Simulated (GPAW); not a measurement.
Consider Ba2NF (R-3m).

```
Ba F N
1.0
     2.01082    1.16095    6.67510
    -2.01082    1.16095    6.67510
     0.00000   -2.32190    6.67510
Ba F N
2 1 1
Direct
  0.24236 0.24236 0.24236
  0.75764 0.75764 0.75764
  0.00000 0.00000 0.00000
  0.50000 0.50000 0.50000
```

Absorber: atom 3, with 6 Ba at 2.95 Å (octahedral, site symmetry -3m). Method: GPAW, LDA, full core hole (charged cell), 12-atom cell with 7.0 Å between holes, 3×3×3 k points, dipole transitions, Gaussian full width 0.9 eV up to 4 eV, rising linearly to 3.5 eV at 25 eV.

Question: Predict the near-edge structure at the F K edge.

Main maxima up to 24 eV above the zero (height): 1.9 eV (1.88), 5.1 eV (1.32), 6.5 eV (1.17) and 14.5 eV (2.09). A K edge sees empty p states on the absorber. The total-energy difference plus the lowest empty eigenvalue puts the zero at 689.35 eV. One term is added: -9.89 eV, since the hole is spin-paired here and a spin-polarised one costs that much less in the free atom (computed apart). The photon energy is then 679.46 eV. The functional and the charged cell's background leave an error in such absolute values: in the free atom LDA prices this hole 4.7 eV below PBE (computed apart), and PBE is itself good to a few eV.

The F K spectrum (energy from the lowest empty level; intensity scaled to a mean of 1 over the first 20 eV; polarised curves are means over the symmetry-equivalent atoms):

```tsv
E (eV)	isotropic	ε ⊥ c	ε ∥ c
-2.0	0.00	0.00	0.00
-1.4	0.00	0.00	0.00
-0.8	0.00	0.00	0.00
-0.2	0.06	0.06	0.05
0.4	0.41	0.48	0.29
1.0	1.25	1.53	0.69
1.6	1.82	2.10	1.24
2.2	1.79	1.69	1.98
2.8	1.20	0.69	2.21
3.4	0.91	0.70	1.34
4.0	1.12	1.18	1.00
4.6	1.23	1.17	1.35
5.2	1.30	1.18	1.55
5.8	1.13	1.09	1.22
6.4	1.16	1.21	1.06
7.0	1.02	1.19	0.68
7.6	0.66	0.78	0.43
8.2	0.51	0.54	0.43
8.8	0.44	0.43	0.46
9.4	0.35	0.34	0.38
10.0	0.29	0.29	0.29
10.6	0.33	0.34	0.30
11.2	0.42	0.44	0.39
11.8	0.57	0.57	0.57
12.4	0.81	0.79	0.84
13.0	1.20	1.19	1.23
13.6	1.70	1.70	1.72
14.2	2.05	2.04	2.07
14.8	2.04	2.02	2.08
15.4	1.77	1.75	1.80
16.0	1.42	1.43	1.41
16.6	1.10	1.12	1.06
17.2	0.83	0.85	0.78
17.8	0.65	0.68	0.61
18.4	0.57	0.60	0.52
19.0	0.54	0.57	0.49
19.6	0.53	0.55	0.48
20.2	0.51	0.53	0.47
20.8	0.49	0.50	0.46
21.4	0.49	0.50	0.49
22.0	0.54	0.53	0.56
22.6	0.63	0.60	0.68
23.2	0.75	0.71	0.84
23.8	0.90	0.84	1.00
24.4	1.02	0.97	1.14
25.0	1.12	1.07	1.23
25.6	1.19	1.15	1.27
26.2	1.22	1.20	1.26
26.8	1.24	1.24	1.24
27.4	1.25	1.27	1.21
28.0	1.26	1.30	1.19
28.6	1.26	1.31	1.16
29.2	1.25	1.31	1.13
29.8	1.22	1.28	1.09
30.4	1.16	1.22	1.05
```

The mesh is coarse (0.36 Å⁻¹ between points), so small maxima may be mesh ripples. The structure is a computed Materials Project entry and may be a hypothetical form.

[Banner, clock and machine lines of the logs are left out without a mark of their own.]

[Logs are printed without paths, hosts, clocks, repeated set-up lines and the standing remarks that a program may print on its own settings, such as how far it seeks lower states.]

[Hosts, paths, dates, database ids (printed as entryN), source tags and the programs' standing remarks are cut or masked in the printed files.]

[Lists of maxima count a maximum above −3 eV only where it reaches 4 % of the highest in the window and stands out from its surroundings by 2 % of it (1.5 % where it reaches 55 %); shoulders and weaker maxima are passed over, and of the rest the first, up to two pre-edge ones and the few strongest are named.]
